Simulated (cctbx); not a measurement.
# What is wrong with this refinement?

Cell a = 8.8960 Å, b = 8.8960 Å, c = 26.7180 Å, α = 90.00°, β = 90.00°, γ = 90.00°; space group I4/mcm (no. 140).

The data are simulated with cctbx, not measured: Cu Kα, λ = 1.54184 Å, to d = 0.8 Å, 70 % of the full sphere, strongest reflection 20000 counts, noise from counting, a 2 % proportional error and a noise floor of 8 counts (s.d.); no absorption.

An anisotropic refinement with weights 1/σ² prints:

```text
Rint 0.026, 613 unique reflections to 0.80 A
cycle     R1     wR2    GooF  max shift (A)
   1  0.0245  0.0534   3.387   0.00090
   2  0.0097  0.0206   1.305   0.00003
final R1 0.0097 wR2 0.0206 GooF 1.305  parameters 32  data/parameter 19.2
atom        x        y        z      Ueq    occ   su(xyz)  su(Uiso or U11)
Pr1    0.66471  0.83529  0.18880   0.0096  1.000  0.00001  0.0001
Pr2    0.50000  0.50000  0.10960   0.0133  1.000  0.00001  0.0001
Mn1    0.50000  0.50000  0.25000   0.0158  1.000  0.00000  0.0003
Mg1    0.11202  0.38798  0.09182   0.0150  1.000  0.00010  0.0003
Mg2    0.29408  0.43677  0.00000   0.0152  1.000  0.00013  0.0006
Mg3    0.50000  0.00000  0.00000   0.0257  1.000  0.00000  0.0008
Si1    0.67931  0.82069  0.05678   0.0332  1.000  0.00010  0.0004
difference map: max 0.45 min -0.74 rms 0.12
Q1    0.0496  0.4504  0.2394   16    0.48  2.40 A from Pr1
Q2    0.0831  0.4169  0.0432   16    0.45  1.35 A from Mg1
Q3    0.0331  0.2450  0.3300   32    0.41  1.51 A from Pr1
Q4    0.1889  0.3111  0.2072   16    0.39  1.91 A from Pr1
Q5    0.0937  0.4063  0.1530   16    0.37  1.65 A from Mg1
Q6    0.0462  0.2041  0.2676   32    0.36  1.92 A from Mn1
```

Q: Accept it or mend it, and why?

Mend it. The fault: wrong element: Si1 is Mg. Against the right model at the same level, R1 goes from 0.0075 to 0.0097 and GooF from 0.94 to 1.30 and U of Si1 swells from 0.0215 to 0.0332 Å². Si1 has 2 electrons too many and its U swells to shed them, as expected (near an absorption edge f′ can widen the mismatch well beyond the difference in Z). The signs are weak, and the output alone doesn't single this fault out.

The compound is Pr6Mg13Mn. The right model at the same level gives:

```text
Rint 0.026, 613 unique reflections to 0.80 A
cycle     R1     wR2    GooF  max shift (A)
   1  0.0113  0.0226   1.432   0.00083
   2  0.0075  0.0149   0.943   0.00003
final R1 0.0075 wR2 0.0149 GooF 0.943  parameters 32  data/parameter 19.2
atom        x        y        z      Ueq    occ   su(xyz)  su(Uiso or U11)
Pr1    0.66471  0.83529  0.18880   0.0096  1.000  0.00001  0.0000
Pr2    0.50000  0.50000  0.10960   0.0133  1.000  0.00001  0.0001
Mn1    0.50000  0.50000  0.25000   0.0159  1.000  0.00000  0.0002
Mg1    0.11202  0.38798  0.09181   0.0151  1.000  0.00007  0.0002
Mg2    0.29408  0.43675  0.00000   0.0153  1.000  0.00010  0.0004
Mg3    0.50000  0.00000  0.00000   0.0259  1.000  0.00000  0.0006
Mg4    0.67930  0.82070  0.05678   0.0215  1.000  0.00008  0.0003
difference map: max 0.42 min -0.47 rms 0.11
Q1    0.0504  0.4496  0.2399   16    0.44  2.39 A from Pr1
Q2    0.0820  0.4180  0.0430   16    0.43  1.36 A from Mg1
Q3    0.0337  0.2464  0.3300   32    0.40  1.49 A from Pr1
Q4    0.1219  0.3781  0.3942   16    0.39  1.50 A from Mg4
Q5    0.1885  0.3115  0.2072   16    0.37  1.91 A from Pr1
Q6    0.0627  0.4373  0.4084   16    0.37  1.62 A from Mg1
```

The model is made up (kin elements in a known structure type, no relaxation), so it says nothing on whether the phase exists.

[Middle refinement cycles are left out of these outputs.]

[Logs are printed without paths, hosts, clocks, repeated set-up lines and the standing remarks that a program may print on its own settings, such as how far it seeks lower states.]
